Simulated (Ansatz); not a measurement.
# (SiC)2(MgO)2 [0001] superlattice, started as wurtzite: a soft mode frozen in

Aim: this structure of (SiC)2(MgO)2 [0001] superlattice, started as wurtzite is to be tested for unstable modes, and one is followed downhill.

Calculated with Ansatz 0.2.0; DFT PBE, scalar-relativistic, plane waves, PAW.

The structure was built from a prototype and need not be the compound's stable phase.

### Step 1. The starting structure

Symmetry: P3m1, No. 156, trigonal system. The conventional cell has a = 3.244 Å, b = 3.244 Å, c = 10.713 Å, α = 90.00°, β = 90.00°, γ = 120.00°. C has 4 Si at 1.84 to 2.00 Å nearest. Nearest to C lie 1 Si at 1.81 Å and 3 Mg at 2.11 Å. Nearest to Mg lie 1 O at 2.05 Å and 3 C at 2.11 Å. Nearest to Mg lie 4 O at 1.96 to 2.17 Å. Nearest to O lie 4 Mg at 1.96 to 2.05 Å. O has 3 Si at 1.97 Å and 1 Mg at 2.17 Å nearest. Farther neighbours and most contacts between anions are not listed.

### Step 2. Zone-centre response

The cell comes from relaxations at this level that are not shown. The zone centre is the only wavevector solved here; it holds the modes that light can see, as far as symmetry allows. No field response is asked, since the mesh shows no gap.

File input.yaml:

```yaml
crystal:
  lattice:
    - [3.243695355, 0.0, 0.0]
    - [-1.6218476775, 2.8091225796, 0.0]
    - [0.0, 0.0, 10.7126345066]
  atoms:
    - { symbol: C, position: [0.3333333333, 0.6666666667, 0.1797329674] }
    - { symbol: C, position: [0.6666666667, 0.3333333333, 0.4135703993] }
    - { symbol: Mg, position: [0.3333333333, 0.6666666667, 0.5050103588] }
    - { symbol: Mg, position: [0.6666666667, 0.3333333333, 0.7501083336] }
    - { symbol: O, position: [0.3333333333, 0.6666666667, 0.6960118332] }
    - { symbol: O, position: [0.6666666667, 0.3333333333, 0.9523989526] }
    - { symbol: Si, position: [0.3333333333, 0.6666666667, 0.008125332] }
    - { symbol: Si, position: [0.6666666667, 0.3333333333, 0.245041823] }
kpoints:
  mp_grid: { grid: [12, 12, 4] }
hamiltonian:
  xc: pbe
scf:
  occupations: { method: methfessel_paxton, width: 0.2 }
output:
  eigenvalues: true
phonons:
  method: dfpt
```

Started as:

```
$ ansatz run input.yaml --threads 8 --pin off --max-ram 14336MiB --backend cpu --events-out ev --progress --plain --runs-dir out
```

Numbers of over 12 decimals in the logs are rounded to 6 here.

What it wrote:

```text
Engine: ansatz 0.2.0, aarch64-unknown-linux-gnu
Pseudopotentials: kind: paw
Pseudopotential: C, paw, valence charge 4, recommended cutoff 420 eV (normal), C.paw.azcp
Pseudopotential: Mg, paw, valence charge 10, recommended cutoff 420 eV (normal), Mg.paw.azcp
Pseudopotential: O, paw, valence charge 6, recommended cutoff 420 eV (normal), O.paw.azcp
Pseudopotential: Si, paw, valence charge 4, recommended cutoff 420 eV (normal), Si.paw.azcp
Functional definition: PBE
  parameter kappa = 0.804
  parameter beta = 0.066725
  exchange = pbe_x(kappa = kappa, mu = beta*pi^2/3)
  correlation = pbe_c(beta = beta)
Crystal: 8 atoms, lattice volume = 97.613 Å³
Basis set: ecut = 420 eV, 1931 PW (Γ), exchange–correlation on 48×48×144 points (8 copies of the dense FFT grid, shifted against one another)
Bands: 32, of which v1, the nominal top of the filled ones, is band 24 counted from 1 (23 counted from 0)
Symmetry: 6 space group operations
k-points: 164 of 576 (irreducible under 2 space group operations, time reversal used)
Non-local potential: C, projectors of the file, l = 0: 2, l = 1: 2, l = 2: 1
Non-local potential: Mg, projectors of the file, l = 0: 3, l = 1: 2, l = 2: 1
Non-local potential: O, projectors of the file, l = 0: 2, l = 1: 2, l = 2: 1
Non-local potential: Si, projectors of the file, l = 0: 2, l = 1: 2, l = 2: 2
PAW form: soft (Blöchl's): semilocal exchange-correlation on the pseudo side does not see the compensation charge
PAW one-centre angular grid: C, 110 points (default); XC on 64 Gauss nodes
PAW one-centre angular grid: Mg, 110 points (default); XC on 64 Gauss nodes
PAW one-centre angular grid: O, 110 points (default); XC on 64 Gauss nodes
PAW one-centre angular grid: Si, 110 points (default); XC on 64 Gauss nodes
Initial density: superposition of atomic densities (neutral atoms: chi_scale 0, normalization atom), corrected by the library's trained network
Initial wavefunctions: pseudopotential atomic-orbital guess
Functional: x = pbe(κ = 0.804, μ = 0.219515), c = pbe(β = 0.066725)
SCF iter   1: F=—  HF=-6756.134429 eV  |F-HF|=—  |Δ(HF+E_count)|=         —  Δρ=6.18e-3  dr2=1.52e-1  ethr=1.77e-3  ⟨swp⟩=6.3  Hψ=24315  notcnv=0
preconditioner: auto → Kerker (q_TF=auto, 2.424 Å⁻¹)  [metal: Δε(μ)=0.086 eV  Ē_g=10.731 eV  σ=0.200 eV  W_gap=0.34  n_scr=26 (ndim 8)  ℏωp=20.6 eV  f_vac=0.000  D(μ)=2.68/eV (n_scr^D=6)]
SCF iter   2: F=—  HF=-6756.126071 eV  |F-HF|=—  |Δ(HF+E_count)|=   8.36e-3  S|Δr|=    0.00e0  Δρ=3.24e-3  dr2=5.34e-2  ethr=3.16e-4  ⟨swp⟩=1.0  Hψ=6560  notcnv=0
SCF iter   3: F=—  HF=-6756.120859 eV  |F-HF|=—  |Δ(HF+E_count)|=   5.21e-3  S|Δr|=    0.00e0  Δρ=1.11e-3  dr2=1.34e-2  ethr=1.11e-4  ⟨swp⟩=1.0  Hψ=4943  notcnv=0
SCF iter   4: F=—  HF=-6756.118949 eV  |F-HF|=—  |Δ(HF+E_count)|=   1.91e-3  S|Δr|=    0.00e0  Δρ=7.52e-4  dr2=6.59e-3  ethr=2.80e-5  ⟨swp⟩=1.1  Hψ=4963  notcnv=0
SCF iter   5: F=—  HF=-6756.117697 eV  |F-HF|=—  |Δ(HF+E_count)|=   1.25e-3  S|Δr|=    0.00e0  Δρ=4.63e-4  dr2=2.45e-3  ethr=1.37e-5  ⟨swp⟩=1.2  Hψ=4973  notcnv=0
SCF iter   6: F=—  HF=-6756.117106 eV  |F-HF|=—  |Δ(HF+E_count)|=   5.91e-4  S|Δr|=    0.00e0  Δρ=2.24e-4  dr2=1.87e-4  ethr=5.10e-6  ⟨swp⟩=1.3  Hψ=6261  notcnv=0
SCF iter   7: F=—  HF=-6756.117084 eV  |F-HF|=—  |Δ(HF+E_count)|=   2.23e-5  S|Δr|=    0.00e0  Δρ=9.09e-5  dr2=2.34e-5  ethr=3.90e-7  ⟨swp⟩=2.3  Hψ=8336  notcnv=0
SCF iter   8: F=—  HF=-6756.117081 eV  |F-HF|=—  |Δ(HF+E_count)|=   2.89e-6  S|Δr|=    0.00e0  Δρ=2.65e-5  dr2=2.77e-6  ethr=4.88e-8  ⟨swp⟩=3.0  Hψ=8903  notcnv=0
SCF iter   9: F=—  HF=-6756.117080 eV  |F-HF|=—  |Δ(HF+E_count)|=   6.77e-7  S|Δr|=    0.00e0  Δρ=1.17e-5  dr2=4.56e-7  ethr=5.78e-9  ⟨swp⟩=2.9  Hψ=8691  notcnv=0
SCF iter  10: F=—  HF=-6756.117080 eV  |F-HF|=—  |Δ(HF+E_count)|=   7.41e-8  S|Δr|=    0.00e0  Δρ=4.84e-6  dr2=6.22e-8  ethr=9.49e-10  ⟨swp⟩=2.0  Hψ=8665  notcnv=0
SCF iter  11: F=—  HF=-6756.117080 eV  |F-HF|=—  |Δ(HF+E_count)|=   7.16e-9  S|Δr|=    0.00e0  Δρ=1.44e-6  dr2=4.24e-9  ethr=1.30e-10  ⟨swp⟩=2.6  Hψ=8257  notcnv=0
SCF iter  12: F=—  HF=-6756.117080 eV  |F-HF|=—  |Δ(HF+E_count)|=  8.19e-12  S|Δr|=    0.00e0  Δρ=5.72e-7  dr2=5.16e-10  ethr=8.83e-12  ⟨swp⟩=2.1  Hψ=8244  notcnv=0
SCF iter  13: F=—  HF=-6756.117080 eV  |F-HF|=—  |Δ(HF+E_count)|=  1.09e-11  S|Δr|=    0.00e0  Δρ=2.36e-7  dr2=6.55e-11  ethr=1.07e-12  ⟨swp⟩=2.0  Hψ=8503  notcnv=0
SCF iter  14: F=-6756.117080 eV  HF=-6756.117080 eV  |F-HF|=2.73e-12  |Δ(HF+E_count)|=  2.73e-12  S|Δr|=    0.00e0  Δρ=4.55e-8  dr2=4.56e-12  ethr=1.00e-12  ⟨swp⟩=10.3  Hψ=28318  notcnv=0
SCF 1 converged in 14 iterations: F = -6756.117080 eV  dr2 = 4.56e-12
  greatest PAW one-centre occupation: 1.000 electrons in one spin orbital (limit 2), on the Mg atom at site 2 (counted from 0), in its partial waves of l = 0
DFPT response loops at Γ: preconditioner auto → Kerker (q_TF=auto, 2.424 Å⁻¹) (partly filled bands, converged f_vac=0.000); β = 1.00, the filter's whole step (`scf.mixing.beta` (0.50) is not read by the response loops under this deck's `scf.mixing.preconditioner`; to damp them name `kerker` or `kerker_dos`, under which they read `scf.mixing.beta`, and type it under 1.00, their step now; both keys bind the ground state too); Broyden in place of MSR1
SCF converged after 14 iterations
Stability not checked: this state was not tested for a lower state beside it, because cold or Methfessel-Paxton smearing, or corrected tetrahedra, fill the levels in a way that the test cannot read (fill_not_monotonic; see scf.lower_state_search)
Free energy (F): -6756.117080 eV
Harris-Foulkes:  -6756.117080 eV  (|F-HF|=2.73e-12)
Internal energy: -6756.114672 eV  (E = F + TS)
E sigma→0 (E₀):  -6756.116478 eV
Entropy (-TS):   -0.002408 eV (-0.301 meV/atom)
Fermi energy:    8.434323 eV
Step filling:    the computed levels leave a gap of 0.0000 eV = 0.0 smearing widths at the electron count; against every level under it full and every level over it empty, smearing changes F+E_penalty+E_count by +2.455 meV and its σ→0 estimate by +3.057 meV
--- Per-component energies (eV) ---
  E_band       = -644.517140
  E_kinetic    = 764.511886
  E_local      = -4899.256822  (includes V_loc(G=0)·N_el)
  E_nonlocal   = 389.063168
  E_hartree    = 1860.196584
  E_xc         = -414.737122
  E_vxc        = -479.374219  (∫ρ·V_xc dr)
  E_paw        = -2121.241823  (= ΣΔE_a)
  E_vpaw       = -139.859157  (= ΣTr[D̂ρ^β])
  E_aug_tail   = 0.004826  (compensation charges beyond the density's cutoff)
  E_ewald      = -2334.655368
  E_smearing   = -0.002408  (= −TS)
  E_closure    = 0.000000  (closes the sum)
  Σ components = -6756.117080   (vs F -6756.117080, Δ=0.00e0)
--- Band table (eV; the first three rows and the last of 164) ---
  k-point 0: bands = [... 20 lower, 6.4793, 6.4904, 6.4904, 9.2674, 9.2674, 10.1849, 11.7333, 12.8414, ... 4 higher]
  k-point 1: bands = [... 20 lower, 6.4903, 6.4903, 6.7390, 9.2674, 9.2674, 10.0811, 11.6781, 12.8396, ... 4 higher]
  k-point 2: bands = [... 20 lower, 6.4902, 6.4902, 6.9409, 9.2675, 9.2675, 9.9749, 11.6386, 12.8379, ... 4 higher]
  k-point 163: bands = [... 20 lower, 3.7315, 5.6622, 6.2926, 7.3517, 9.8182, 10.1857, 11.9525, 12.4551, ... 4 higher]
--- Phonons (Γ-DFPT): 16 representative perturbations + reference, on 164 of 576 k-points (Σ response iterations 54) ---
  k mesh reduced under 2 symmetry operations, with k and −k counted as one. Each operation leaves every solved perturbation unchanged. A smaller set is not used because it would not reduce the number of displacements times k-points to solve
  ASR residual: 2.832e-3 → 0.000e0 eV/Å²; symmetrization residual: 1.212e-5 eV/Å²
  ASR residual per site (eV/Å²): 7.04e-5 1.44e-4 4.96e-4 2.83e-3 5.04e-4 1.72e-3 1.87e-4 2.51e-4
  Γ frequencies (cm⁻¹): -105.35 -105.35 0.00 0.00 0.00 105.64 105.64 139.27 139.27 190.15 190.15 221.05 313.25 423.32 434.19 501.98 505.46 505.46 536.00 536.00 562.92 562.92 789.58 888.25
  non-analytic LO–TO correction: not included (Born effective charges unavailable; polar crystals: no LO–TO splitting at Γ)
```

Run time: 94 s. Hardware: 8 threads of Arm Neoverse V2, shared host; peak memory 1.9 GiB.

Numbers from this step:

```yaml
volume_per_atom: 12.20 Å³
gap_on_the_k_mesh: 0 eV
sum_rule_residual_before_enforcement: 0.002832 eV/Å²
point_group: 3m
highest_optical_mode_at_the_zone_centre_no_lo_to_term: 888.2 cm⁻¹
lowest_optical_zone_centre_mode: -105.3 cm⁻¹
```

Patterns of degenerate modes are one choice out of their space. Modes at Γ, with each element's share of the kinetic energy (negative means imaginary):

```tsv
mode	frequency (cm⁻¹)	symmetry	C %	Mg %	O %	Si %
1	-105.3	E	1	3	43	54
2	-105.3	E	1	3	43	54
3	0.0	acoustic	15	30	20	35
4	0.0	acoustic	15	30	20	35
5	0.0	acoustic	15	30	20	35
6	105.6	E	4	33	49	14
7	105.6	E	4	33	49	14
8	139.3	E	18	52	17	13
9	139.3	E	18	52	17	13
10	190.2	E	18	14	10	58
11	190.2	E	18	14	10	58
12	221.1	A1	9	54	7	31
13	313.2	A1	6	38	38	18
14	423.3	A1	0	48	42	9
15	434.2	A1	0	21	75	4
16	502.0	A1	11	7	18	64
17	505.5	E	71	29	0	0
18	505.5	E	71	29	0	0
19	536.0	E	0	39	61	0
20	536.0	E	0	39	61	0
21	562.9	E	73	0	0	27
22	562.9	E	73	0	0	27
23	789.6	A1	83	0	0	16
24	888.2	A1	75	2	1	23
```

Displacements in mode 2 (-105.3 cm⁻¹), the largest set to 1:
```
C1   0.00  0.11  0.00
C2   0.00 -0.11  0.00
Mg3  0.00 -0.10  0.00
Mg4  0.00 -0.18  0.00
O5   0.00 -0.18  0.00
O6   0.01 -1.00  0.00
Si7 -0.01  0.85  0.00
Si8  0.00  0.06  0.00
```

Displacements in mode 24 (888.2 cm⁻¹), the largest set to 1:
```
C1   0.00  0.00 -0.09
C2   0.00  0.00  1.00
Mg3  0.00  0.00 -0.11
Mg4  0.00  0.00  0.04
O5   0.00  0.00 -0.04
O6   0.00  0.00 -0.06
Si7  0.00  0.00  0.09
Si8  0.00  0.00 -0.35
```

Before it was imposed, the acoustic sum rule was missed by 0.0028 eV/Å². Small misses are needed for a sound result but don't prove that mesh and cutoff are converged. The lowest optical mode is imaginary, 105.3i cm⁻¹, so the energy falls along it.

### Step 3. The mode frozen in, largest atomic shift 0 Å

The mode followed lies at Γ with frequency 105.3i cm⁻¹ and is 2-fold degenerate, the softest among the wavevectors solved. At small amplitude the distorted cell has space group no. 8 by a symmetry search on the positions. The undistorted cell that holds it gives the zero of energy on the same k mesh.

input.yaml, as its differences from that of step 2:

```diff
@@ -21,4 +21,4 @@
 output:
+  forces: true
+  stress: true
   eigenvalues: true
-phonons:
-  method: dfpt
```

What it wrote:

```text
[...]
Crystal: 8 atoms, lattice volume = 97.613 Å³
Basis set: ecut = 420 eV, 1931 PW (Γ), exchange–correlation on 48×48×144 points (8 copies of the dense FFT grid, shifted against one another)
Bands: 32, of which v1, the nominal top of the filled ones, is band 24 counted from 1 (23 counted from 0)
Symmetry: 6 space group operations
[...]
k-points: 69 of 576 (time reversal used)
[...]
k-point 0: bands = [... 20 lower, 6.4793, 6.4902, 6.4902, 9.2674, 9.2674, 10.1849, 11.7332, 12.8414, ... 4 higher]
  k-point 1: bands = [... 20 lower, 6.4901, 6.4901, 6.7390, 9.2674, 9.2674, 10.0811, 11.6779, 12.8397, ... 4 higher]
  k-point 2: bands = [... 20 lower, 6.4901, 6.4901, 6.9409, 9.2675, 9.2675, 9.9749, 11.6384, 12.8379, ... 4 higher]
  k-point 68: bands = [... 20 lower, 3.9556, 5.7851, 6.0873, 6.6845, 10.2207, 10.5788, 12.1109, 12.3322, ... 4 higher]
[key lines of the parts left out:]
SCF converged after 10 iterations
Free energy (F): -6756.117080 eV
Fermi energy:    8.434375 eV
P = ⅓ Tr σ = -0.0004 GPa (-0.004 kbar)
```

Run time: 2.5 s. Hardware: 8 threads; peak memory 0.5 GiB.

This step gave:

```yaml
pressure: -3.80e-4 GPa
energy_from_the_undistorted_cell: 0 meV/atom
```

The run ends at a pressure of 0.00 GPa, with forces up to 0.0011 eV/Å.

### Step 4. The mode frozen in, largest atomic shift 0.08 Å

The atoms are moved along the unstable eigenvector, the largest shift by 0.08 Å, with the cell fixed.

File input.yaml:

```yaml
crystal:
  lattice:
    - [3.243695355, 0.0, 0.0]
    - [-1.6218476775, 2.8091225796, 0.0]
    - [0.0, 0.0, 10.7126345066]
  atoms:
    - { symbol: C, position: [0.3317668928, 0.6682331072, 0.1797329674] }
    - { symbol: C, position: [0.6682059131, 0.3317940869, 0.4135703993] }
    - { symbol: Mg, position: [0.3348270073, 0.6651729927, 0.5050103588] }
    - { symbol: Mg, position: [0.6692154026, 0.3307845974, 0.7501083336] }
    - { symbol: O, position: [0.335892611, 0.664107389, 0.6960118332] }
    - { symbol: O, position: [0.6809059883, 0.3190940117, 0.9523989526] }
    - { symbol: Si, position: [0.3211838294, 0.6788161706, 0.008125332] }
    - { symbol: Si, position: [0.6657599151, 0.3342400849, 0.245041823] }
kpoints:
  mp_grid: { grid: [12, 12, 4] }
hamiltonian:
  xc: pbe
scf:
  occupations: { method: methfessel_paxton, width: 0.2 }
output:
  forces: true
  stress: true
  eigenvalues: true
```

What it wrote:

```text
[...]
Crystal: 8 atoms, lattice volume = 97.613 Å³
Basis set: ecut = 420 eV, 1931 PW (Γ), exchange–correlation on 48×48×144 points (8 copies of the dense FFT grid, shifted against one another)
Bands: 32, of which v1, the nominal top of the filled ones, is band 24 counted from 1 (23 counted from 0)
Symmetry: 2 space group operations
[...]
k-point 0: bands = [... 20 lower, 6.4345, 6.4848, 6.5478, 9.2741, 9.2827, 10.1752, 11.7217, 12.4764, ... 4 higher]
  k-point 1: bands = [... 20 lower, 6.4764, 6.4847, 6.7627, 9.2743, 9.2826, 10.0705, 11.6664, 12.4802, ... 4 higher]
  k-point 2: bands = [... 20 lower, 6.4809, 6.4847, 6.9592, 9.2747, 9.2826, 9.9632, 11.6269, 12.4810, ... 4 higher]
  k-point 163: bands = [... 20 lower, 5.0169, 5.4748, 5.7949, 7.8052, 8.5198, 10.6559, 10.9388, 11.5784, ... 4 higher]
[key lines of the parts left out:]
SCF converged after 10 iterations
Free energy (F): -6756.119486 eV
Fermi energy:    8.449797 eV
P = ⅓ Tr σ = 0.2621 GPa (2.621 kbar)
```

The job ended after 5.3 s (8 threads; peak memory 0.69 GiB; 40 s of CPU time).

Numbers from this step:

```
pressure                         : 0.2621 GPa
energy from the undistorted cell : -0.393 meV/atom
```

The energy, extrapolated to zero smearing, is -0.39 meV/atom against the undistorted cell.

The run ends at a pressure of 0.26 GPa, with forces up to 0.12 eV/Å.

### Step 5. Energy along the mode, all amplitudes (two of the runs are shown above)

An imaginary frequency means negative curvature, so the energy should fall and then rise again as anharmonic terms take over.

This step gave:

* depth at the lowest point sampled: 0.393 meV/atom
* largest atomic shift at that point: 0.08 Å

The energy from the parent by largest shift of an atom, one sign:

```tsv
largest shift of an atom, one sign (Å)	energy from the parent (meV/atom)
0.000	0
0.040	-0.171
0.080	-0.393
0.140	0.1
0.220	3.37
0.320	11.2
```

Displacement at unit largest shift by atom:

```tsv
atom	x (Å)	y (Å)	z (Å)	size
C1	-0.095	0.055	0.000	0.110
C2	0.094	-0.054	0.000	0.108
Mg3	0.091	-0.052	0.000	0.105
Mg4	0.155	-0.089	0.000	0.179
O5	0.156	-0.090	0.000	0.180
O6	0.866	-0.500	0.000	1.000
Si7	-0.739	0.427	0.000	0.853
Si8	-0.055	0.032	0.000	0.064
```

The lowest of the steps tried is at 0.08 Å, 0.393 meV/atom below the parent; the bottom of the well need not coincide with a step.

(Part 1 of 3 ends here.)

[Logs are printed without paths, hosts, clocks, repeated set-up lines and the standing remarks that a program may print on its own settings, such as how far it seeks lower states.]

[Hosts, paths, dates, database ids (printed as entryN), source tags and the programs' standing remarks are cut or masked in the printed files.]
